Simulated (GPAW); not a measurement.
**Fe1 on W4 110: moments or none**

Aim: find out whether Fe1 on W4 110 carries moments when they start parallel, and what they gain.

Calculated with GPAW 26.7.0; PBE; plane waves with GPAW's PAW setups, scalar-relativistic.

## 1. Set-up

The cell holds 5 atoms: 4 W and 1 Fe. Cell: a = 2.741 Å, b = 2.741 Å, c = 20.665 Å, α = 90.0°, β = 90.0°, γ = 109.5°. ideal sites on the substrate's mesh, layer spacings from atomic volumes, unrelaxed, 12 A of vacuum. Vacuum lies along c.

Coordinates:

```cif
data_structure
_symmetry_space_group_name_H-M 'P 1'
_symmetry_Int_Tables_number 1
_cell_length_a 2.7410
_cell_length_b 2.7410
_cell_length_c 20.6648
_cell_angle_alpha 90.000
_cell_angle_beta 90.000
_cell_angle_gamma 109.471
_cell_volume 146.37
loop_
_atom_site_label
_atom_site_type_symbol
_atom_site_fract_x
_atom_site_fract_y
_atom_site_fract_z
_atom_site_occupancy
W1 W 0.00000 0.00000 0.29035 1
W2 W 0.50000 0.50000 0.39863 1
W3 W 0.00000 0.00000 0.50692 1
W4 W 0.50000 0.50000 0.61520 1
Fe5 Fe 0.00000 0.00000 0.70965 1
```

## 2. Run 1 (ferro +)

The parallel start comes first: it fits the smallest cell, keeps the most symmetry and shows whether parallel moments form.

order1.py reads:

```python
import json
import numpy as np
from ase import Atoms
from ase.parallel import paropen, parprint
from gpaw import GPAW

atoms = Atoms(['W', 'W', 'W', 'W', 'Fe'],
    cell=[[1.5825, -2.237993, 0.0],
         [1.5825, 2.237993, 0.0],
         [0.0, 0.0, 20.6648]],
    scaled_positions=[[0.0, 0.0, 0.290349],
         [0.5, 0.5, 0.398633],
         [0.0, 0.0, 0.506917],
         [0.5, 0.5, 0.615201],
         [0.0, 0.0, 0.709651]],
    pbc=True,
    magmoms=[0.0, 0.0, 0.0, 0.0, 2.6])
atoms.calc = GPAW(mode={'name': 'pw', 'ecut': 450},
    xc='PBE',
    kpts={'size': (18, 18, 1), 'gamma': True},
    occupations={'name': 'fermi-dirac', 'width': 0.05},
    convergence={'density': 1e-05, 'energy': 1e-05},
    maxiter=250,
    mixer={'name': 'pulay', 'beta': 0.03, 'nmaxold': 8, 'weight': 100},
    symmetry={'tolerance': 1e-4},
    txt='order1.txt')
e = atoms.get_potential_energy(force_consistent=True)
res = {'free_energy': e, 'energy_sigma0': atoms.get_potential_energy(), 'fermi_energy': atoms.calc.get_fermi_level()}
res['moments'] = atoms.get_magnetic_moments().tolist()
res['total'] = atoms.get_magnetic_moment()
parprint('site moments (muB):', np.round(res['moments'], 3))
parprint(f"total moment: {res['total']:.3f} muB")
parprint(f'free energy: {e:.6f} eV')
atoms.calc.write('order1.gpw')
with paropen('results.json', 'w') as f:
    json.dump(res, f)
```

Launch:

```bash
OMP_NUM_THREADS=1 mpirun -n 4 gpaw python order1.py > order1.log
```

Numbers of over 12 decimals in the logs are rounded to 6 here.

The log of the run:

```text
site moments (muB): [-2.000e-03  2.000e-03  1.000e-03 -1.080e-01  2.418e+00]
total moment: 2.351 muB
free energy: -52.531576 eV

--- order1.txt ---
Input parameters:
  mode=PW(ecut=450),
  convergence={'density': 1e-05, 'energy': 1e-05},
  kpts=MonkhorstPack(size=(18, 18, 1), gamma=True),
  maxiter=250,
  mixer=Pulay(name='pulay', nmaxold=8, beta=0.03, weight=100, sigma=0.015, g_ss=None),
  occupations=Occupations(name='fermi-dirac', width=0.05),
  symmetry=Symmetry(tolerance=0.0001),
  xc=XC(name='PBE')

Diagonalizing LCAO Hamiltonian
Converting LCAO to pw mode

       Fe

           W

       W

           W

       W

Atoms  # Å, Bohr magnetons
|   | symbol |        x |        y |         z |    initial magnetic moments |
|---|--------|----------|----------|-----------|-----------------------------|
| 0 |      W | 0.000000 | 0.000000 |  6.000004 | ( 0.0000,  0.0000,  0.0000) |
| 1 |      W | 1.582500 | 0.000000 |  8.237671 | ( 0.0000,  0.0000,  0.0000) |
| 2 |      W | 0.000000 | 0.000000 | 10.475338 | ( 0.0000,  0.0000,  0.0000) |
| 3 |      W | 1.582500 | 0.000000 | 12.713006 | ( 0.0000,  0.0000,  0.0000) |
| 4 |     Fe | 0.000000 | 0.000000 | 14.664796 | ( 0.0000,  0.0000,  2.6000) |

Unit cell  # Å
| periodic |        x |         y |         z |   lengths |     angles |
|----------|----------|-----------|-----------|-----------|------------|
|      yes | 1.582500 | -2.237993 |  0.000000 |  2.740970 |  90.000000 |
|      yes | 1.582500 |  2.237993 |  0.000000 |  2.740970 |  90.000000 |
|      yes | 0.000000 |  0.000000 | 20.664800 | 20.664800 | 109.471222 |

Number of symmetries: 4

BZ-sampling:
  Number of BZ points: 324
  Number of IBZ points: 91

  Monkhorst-Pack size: [18, 18, 1]
  Monkhorst-Pack shift: [0.027778, 0.027778, 0.0]

K-points  # in reciprocal-cell coordinates
|     |                                coordinates |     weight |
|-----|--------------------------------------------|------------|
|   0 | ( -0.00000000,  -0.00000000,   0.00000000) | 0.00308642 |
|   1 | (  0.05555556,  -0.05555556,   0.00000000) | 0.00617284 |
|   2 | (  0.05555556,  -0.00000000,   0.00000000) | 0.01234568 |
|   3 | (  0.05555556,   0.05555556,   0.00000000) | 0.00617284 |
|   4 | (  0.11111111,  -0.11111111,   0.00000000) | 0.00617284 |
|   5 | (  0.11111111,  -0.05555556,   0.00000000) | 0.01234568 |
|   6 | (  0.11111111,  -0.00000000,   0.00000000) | 0.01234568 |
|   7 | (  0.11111111,   0.05555556,   0.00000000) | 0.01234568 |
|   8 | (  0.11111111,   0.11111111,   0.00000000) | 0.00617284 |
|   9 | (  0.16666667,  -0.16666667,   0.00000000) | 0.00617284 |
| ... |                                            |            |
|  90 | (  0.50000000,   0.50000000,   0.00000000) | 0.00308642 |

Plane wave coefficients: 3220
Cutoff: 450.000000 eV

Spin-components: 2 (collinear spins)
Bands:           44
Projectors:      30
Spin-degeneracy: 1
Datatype:        complex128

Parallelization:
  kpt:    4
  domain: 1
  band:   1

Density:
  Valence electrons: 64.0
  Components: 2
  Grid points: [ 14  14 105]
  Charge: 0.0  # |e|

Potential:
  Grid points: [ 14  14 105]

species:
  W:
    name:    Tungsten
    Z:       74.0
    valence: 14
    core:    60
    charge:  0.0  # [|e|]
    compensation charges:
      type: gauss
      rc: 0.40  # [Å]
      lmax: 2
    cutoffs:
      filter: 2.36  # [Å]
      core: 3.02  # [Å]
    projectors
    | kind |    occ | energy [eV] | rcut [Å] |
    |------|--------|-------------|----------|
    |   5s |  2.000 |     -78.830 |    1.344 |
    |   6s |  2.000 |      -5.697 |    1.344 |
    |   5p |  6.000 |     -43.233 |    1.355 |
    |   6p |  0.000 |      -1.367 |    1.355 |
    |   5d |  4.000 |      -4.494 |    1.228 |
    |    d |        |      22.717 |    1.228 |

    Using partial waves for W as LCAO basis

  Fe:
    name:    Iron
    Z:       26.0
    valence: 8
    core:    18
    charge:  0.0  # [|e|]
    compensation charges:
      type: gauss
      rc: 0.33  # [Å]
      lmax: 2
    cutoffs:
      filter: 2.06  # [Å]
      core: 2.67  # [Å]
    projectors
    | kind |    occ | energy [eV] | rcut [Å] |
    |------|--------|-------------|----------|
    |   4s |  2.000 |      -5.291 |    1.164 |
    |   4p |  0.000 |      -1.326 |    1.058 |
    |   3d |  6.000 |      -7.505 |    1.058 |
    |    s |        |      21.920 |    1.164 |
    |    p |        |      25.885 |    1.058 |
    |    d |        |      19.706 |    1.058 |

    Using partial waves for Fe as LCAO basis

Reference energy: -1789706.141220  # eV

eigensolver:
  PPCG
  Converge bands: occupied
  niter=2

density mixing:
  Pulay-Mixer
  Linear mixing parameters: 0.03
  Old densities: 8
  Fourier metric: weight=100, sigma=0.015

occupation numbers:
  Fermi-Dirac:
    width: 0.0500  # eV

poisson solver:
  ecut: 3600.000000  # eV

xc functional:
  name: PBE with 2 nearest neighbor stencil

convergence criteria:
- Maximum integral of absolute [dens]ity change: 1e-05 electrons / valence electron
- Maximum [total energy] change in last 3 cyles: 1e-05 eV / valence electron
- Maximum integral of absolute [eigenst]ate change: 4e-08 eV^2 / valence electron
maximum number of iterations: 250

SCF iterations
|iter     |      energy | eigst |  dens |  magmom |
|---------|-------------|-------|-------|---------|
|iter:   1|       0s |  -54.758416 | +0.10 |       |  +2.6033|
|iter:   2|      10s |  -56.705920 | -1.23 | -0.98 |  +2.5761|
|iter:   3|      21s |  -53.687542 | -1.76 | -0.96 |  +2.5797|
|iter:   4|      32s |  -53.400932 | -2.45 | -1.14 |  +2.5621|
|iter:   5|      43s |  -52.702684 | -1.26 | -1.18 |  +2.4883|
|iter:   6|      54s |  -52.594104 | -2.20 | -1.37 |  +2.4632|
|iter:   7|      64s |  -52.524620 | -2.71 | -1.44 |  +2.4428|
|iter:   8|      75s |  -52.477385 | -2.24 | -1.54 |  +2.3938|
|iter:   9|      86s |  -52.472136 | -2.78 | -1.75 |  +2.3867|
|iter:  10|      97s |  -52.477936 | -3.32 | -1.80 |  +2.3751|
[... 28 iterations left out ...]
|iter:  39|     374s |  -52.514444c| -8.04c| -4.49 |  +2.3498|
|iter:  40|     379s |  -52.514445c| -7.96c| -4.50 |  +2.3500|
|iter:  41|     384s |  -52.514445c| -8.29c| -4.56 |  +2.3502|
|iter:  42|     389s |  -52.514445c| -8.65c| -4.59 |  +2.3503|
|iter:  43|     394s |  -52.514445c| -7.74c| -4.62 |  +2.3508|
|iter:  44|     399s |  -52.514445c| -8.05c| -4.78 |  +2.3506|
|iter:  45|     404s |  -52.514445c| -8.22c| -4.74 |  +2.3507|
|iter:  46|     409s |  -52.514445c| -8.14c| -4.77 |  +2.3511|
|iter:  47|     414s |  -52.514445c| -8.26c| -4.91 |  +2.3514|
|iter:  48|     419s |  -52.514445c| -7.90c| -5.01c|  +2.3514|

Converged in 48 steps
Energy contributions relative to reference atoms: (reference = -1789706.141220)

Energy contributions:
  Kinetic:          22.907150
  Coulomb:         -29.353854
  Zero:              0.068074
  External:          0.000000
  Xc:              -46.118684
  Entropy:          -0.034262
  Spinorbit:         0.000000
  ----------------------------
  Free energy:     -52.531576
  Extrapolated:    -52.514445

dipole moment: (-31.314511, 0.000000, 0.061071)  # |e|*Ang

Total magnetic moment: (0.000000, 0.000000, 2.351431)

Local magnetic moments
|        x |        y |         z |
|----------|----------|-----------|
| 0.000000 | 0.000000 | -0.001930 |  # W    0
| 0.000000 | 0.000000 |  0.001570 |  # W    1
| 0.000000 | 0.000000 |  0.001272 |  # W    2
| 0.000000 | 0.000000 | -0.108290 |  # W    3
| 0.000000 | 0.000000 |  2.417678 |  # Fe   4

Fermi level: 5.006
Eigenvalues  # (at kpt = [-0.000, -0.000, 0.000])
| band index |      eig [eV] | occ [0-1] |      eig [eV] | occ [0-1] |
|------------|---------------|-----------|---------------|-----------|
|          0 |       -68.963 |     1.000 |       -68.962 |     1.000 |
|        ... |               |           |               |           |
|         25 |         2.971 |     1.000 |         3.544 |     1.000 |
|         26 |         3.094 |     1.000 |         3.690 |     1.000 |
|         27 |         3.208 |     1.000 |         3.832 |     1.000 |
|         28 |         3.241 |     1.000 |         4.009 |     1.000 |
|         29 |         3.535 |     1.000 |         4.607 |     1.000 |
|         30 |         3.647 |     1.000 |         4.665 |     0.999 |
|         31 |         3.700 |     1.000 |         4.824 |     0.975 |
|         32 |         4.129 |     1.000 |         5.054 |     0.276 |
|         33 |         4.460 |     1.000 |         5.908 |     0.000 |
|         34 |         5.055 |     0.276 |         6.121 |     0.000 |
|         35 |         5.822 |     0.000 |         6.144 |     0.000 |
|         36 |         6.075 |     0.000 |         6.359 |     0.000 |
|         37 |         6.746 |     0.000 |         6.777 |     0.000 |
|         38 |         6.928 |     0.000 |         6.987 |     0.000 |
|         39 |         7.151 |     0.000 |         7.201 |     0.000 |
|         40 |         7.311 |     0.000 |         7.303 |     0.000 |
|        ... |               |           |               |           |
|         43 |         7.866 |     0.000 |         7.811 |     0.000 |

No gap
No difference between direct/indirect transitions
```

Elapsed: 7.3 min, on 4 MPI ranks of Arm Neoverse V1, shared host; peak memory 1.3 GiB; 29 min of CPU time.

Spin moment in the augmentation sphere by atom:

```csv
atom,spin moment in the augmentation sphere (μB)
W1,0.00
W2,0.00
W3,0.00
W4,-0.11
Fe5,2.42
```

This step gave:

```
magnetization : 2.351 μB
final state   : ferromagnetic
```

After 48 cycles the largest moment stands at 2.42 μB.

## 3. Run 2 (no spin polarisation)

A run without seeds gives the energy of the state without moments.

nospin.py is the script of step 2 with these lines changed:

```diff
@@ -15,4 +15,3 @@
          [0.0, 0.0, 0.709651]],
-    pbc=True,
-    magmoms=[0.0, 0.0, 0.0, 0.0, 2.6])
+    pbc=True)
 atoms.calc = GPAW(mode={'name': 'pw', 'ecut': 450},
@@ -25,11 +24,7 @@
     symmetry={'tolerance': 1e-4},
-    txt='order1.txt')
+    txt='nospin.txt')
 e = atoms.get_potential_energy(force_consistent=True)
 res = {'free_energy': e, 'energy_sigma0': atoms.get_potential_energy(), 'fermi_energy': atoms.calc.get_fermi_level()}
-res['moments'] = atoms.get_magnetic_moments().tolist()
-res['total'] = atoms.get_magnetic_moment()
-parprint('site moments (muB):', np.round(res['moments'], 3))
-parprint(f"total moment: {res['total']:.3f} muB")
 parprint(f'free energy: {e:.6f} eV')
-atoms.calc.write('order1.gpw')
+atoms.calc.write('nospin.gpw')
 with paropen('results.json', 'w') as f:
```

Launch:

```bash
OMP_NUM_THREADS=1 mpirun -n 4 gpaw python nospin.py > nospin.log
```

The log of the run:

```text
free energy: -52.026463 eV

--- nospin.txt ---
Input parameters:
  mode=PW(ecut=450),
  convergence={'density': 1e-05, 'energy': 1e-05},
  kpts=MonkhorstPack(size=(18, 18, 1), gamma=True),
  maxiter=250,
  mixer=Pulay(name='pulay', nmaxold=8, beta=0.03, weight=100, sigma=0.015, g_ss=None),
  occupations=Occupations(name='fermi-dirac', width=0.05),
  symmetry=Symmetry(tolerance=0.0001),
  xc=XC(name='PBE')

Diagonalizing LCAO Hamiltonian
Converting LCAO to pw mode

       Fe

           W

       W

           W

       W

Atoms  # Å, Bohr magnetons
|   | symbol |        x |        y |         z |    initial magnetic moments |
|---|--------|----------|----------|-----------|-----------------------------|
| 0 |      W | 0.000000 | 0.000000 |  6.000004 | ( 0.0000,  0.0000,  0.0000) |
| 1 |      W | 1.582500 | 0.000000 |  8.237671 | ( 0.0000,  0.0000,  0.0000) |
| 2 |      W | 0.000000 | 0.000000 | 10.475338 | ( 0.0000,  0.0000,  0.0000) |
| 3 |      W | 1.582500 | 0.000000 | 12.713006 | ( 0.0000,  0.0000,  0.0000) |
| 4 |     Fe | 0.000000 | 0.000000 | 14.664796 | ( 0.0000,  0.0000,  0.0000) |

Unit cell  # Å
| periodic |        x |         y |         z |   lengths |     angles |
|----------|----------|-----------|-----------|-----------|------------|
|      yes | 1.582500 | -2.237993 |  0.000000 |  2.740970 |  90.000000 |
|      yes | 1.582500 |  2.237993 |  0.000000 |  2.740970 |  90.000000 |
|      yes | 0.000000 |  0.000000 | 20.664800 | 20.664800 | 109.471222 |

Number of symmetries: 4

BZ-sampling:
  Number of BZ points: 324
  Number of IBZ points: 91

  Monkhorst-Pack size: [18, 18, 1]
  Monkhorst-Pack shift: [0.027778, 0.027778, 0.0]

Plane wave coefficients: 3220
Cutoff: 450.000000 eV

Spin-components: 1 (collinear spins)
Bands:           43
Projectors:      30
Spin-degeneracy: 2
Datatype:        complex128

Parallelization:
  kpt:    4
  domain: 1
  band:   1

Density:
  Valence electrons: 64.0
  Components: 1
  Grid points: [ 14  14 105]
  Charge: 0.0  # |e|

Potential:
  Grid points: [ 14  14 105]

[... setups left out ...]
Reference energy: -1789706.141220  # eV

eigensolver:
  PPCG
  Converge bands: occupied
  niter=2

density mixing:
  Pulay-Mixer
  Linear mixing parameters: 0.03
  Old densities: 8
  Fourier metric: weight=100, sigma=0.015

occupation numbers:
  Fermi-Dirac:
    width: 0.0500  # eV

poisson solver:
  ecut: 3600.000000  # eV

xc functional:
  name: PBE with 2 nearest neighbor stencil

convergence criteria:
- Maximum integral of absolute [dens]ity change: 1e-05 electrons / valence electron
- Maximum [total energy] change in last 3 cyles: 1e-05 eV / valence electron
- Maximum integral of absolute [eigenst]ate change: 4e-08 eV^2 / valence electron
maximum number of iterations: 250

SCF iterations
|iter     |      energy | eigst |  dens |
|---------|-------------|-------|-------|
|iter:   1|       0s |  -55.475856 | +0.09 |       |
|iter:   2|       6s |  -61.007471 | -0.92 | -0.99 |
|iter:   3|      11s |  -53.553351 | -1.27 | -0.81 |
|iter:   4|      17s |  -53.117567 | -2.36 | -1.12 |
|iter:   5|      22s |  -52.739215 | -2.14 | -1.20 |
|iter:   6|      28s |  -52.158786 | -1.10 | -1.28 |
|iter:   7|      33s |  -52.170040 | -2.57 | -1.54 |
|iter:   8|      38s |  -52.134375 | -2.54 | -1.53 |
|iter:   9|      44s |  -52.006818 | -1.81 | -1.61 |
|iter:  10|      49s |  -52.009049 | -2.79 | -1.87 |
[... 16 iterations left out ...]
|iter:  27|     141s |  -51.996476c| -6.91 | -4.04 |
|iter:  28|     146s |  -51.996477c| -7.12 | -4.07 |
|iter:  29|     152s |  -51.996480c| -7.18 | -4.07 |
|iter:  30|     154s |  -51.996479c| -7.45c| -4.21 |
|iter:  31|     160s |  -51.996480c| -6.86 | -4.24 |
|iter:  32|     165s |  -51.996480c| -7.74c| -4.36 |
|iter:  33|     170s |  -51.996483c| -7.40c| -4.43 |
|iter:  34|     173s |  -51.996482c| -7.71c| -4.83 |
|iter:  35|     175s |  -51.996482c| -8.02c| -4.99 |
|iter:  36|     178s |  -51.996482c| -8.66c| -5.00c|

Converged in 36 steps
Energy contributions relative to reference atoms: (reference = -1789706.141220)

Energy contributions:
  Kinetic:          14.395331
  Coulomb:         -22.439643
  Zero:              0.086987
  External:          0.000000
  Xc:              -44.009176
  Entropy:          -0.059964
  Spinorbit:         0.000000
  ----------------------------
  Free energy:     -52.026463
  Extrapolated:    -51.996482

dipole moment: (-31.321767, -0.000000, 0.047278)  # |e|*Ang

Fermi level: 4.945
Eigenvalues  # (at kpt = [-0.000, -0.000, 0.000])
| band index |      eig [eV] | occ [0-2] |
|------------|---------------|-----------|
|          0 |       -69.025 |     2.000 |
|        ... |               |           |
|         25 |         3.436 |     2.000 |
|         26 |         3.631 |     2.000 |
|         27 |         3.705 |     2.000 |
|         28 |         3.733 |     2.000 |
|         29 |         3.921 |     2.000 |
|         30 |         4.035 |     2.000 |
|         31 |         4.578 |     1.999 |
|         32 |         4.848 |     1.749 |
|         33 |         4.989 |     0.583 |
|         34 |         5.153 |     0.031 |
|         35 |         5.973 |     0.000 |
|         36 |         6.140 |     0.000 |
|         37 |         6.691 |     0.000 |
|         38 |         6.892 |     0.000 |
|         39 |         7.054 |     0.000 |
|         40 |         7.246 |     0.000 |
|        ... |               |           |
|         42 |         7.417 |     0.000 |

No gap
No difference between direct/indirect transitions
```

Elapsed: 3.1 min, on 4 MPI ranks; peak memory 0.98 GiB.

This step gave:

```
final state : non-magnetic (no spin polarisation)
```

It lies 505 meV a seeded atom over the first start.

## 4. Ranking

These are free energies at a smearing of 0.05 eV, so its entropy term is in the differences. They are divided by the number of seeded atoms, so that cells of unlike size compare.

Orders:

```csv
start,final state,typed order kept,energy over the lowest (meV a seeded atom),largest site moment (μB),net moment (μB a primitive cell),mesh matched,CPU time (s)
ferro +,ferromagnetic,yes,0,2.418,2.351,yes,1753
no spin polarisation,non-magnetic,-,505.1,0,0,yes,752.8
```

## 5. Summary of results

```
lower run                          : with moments
largest site moment                : 2.42 μB
energy gained by spin polarisation : 505 meV a seeded atom
```

**Reading.** The crystal holds moments, up to 2.42 μB, and gains 505 meV a seeded atom by them. No antiferromagnetic order was tried, so the session says nothing on how the moments order.

[Logs and program files are shortened in this print: banners, set-up blocks, solver, clock and traceback lines can be left out without a mark of their own.]

[Logs are printed without paths, hosts, clocks, repeated set-up lines and the standing remarks that a program may print on its own settings, such as how far it seeks lower states.]

[Hosts, paths, dates, database ids (printed as entryN), source tags and the programs' standing remarks are cut or masked in the printed files.]

[Where a cell is said to come from a database of computed structures, the database is the Materials Project.]
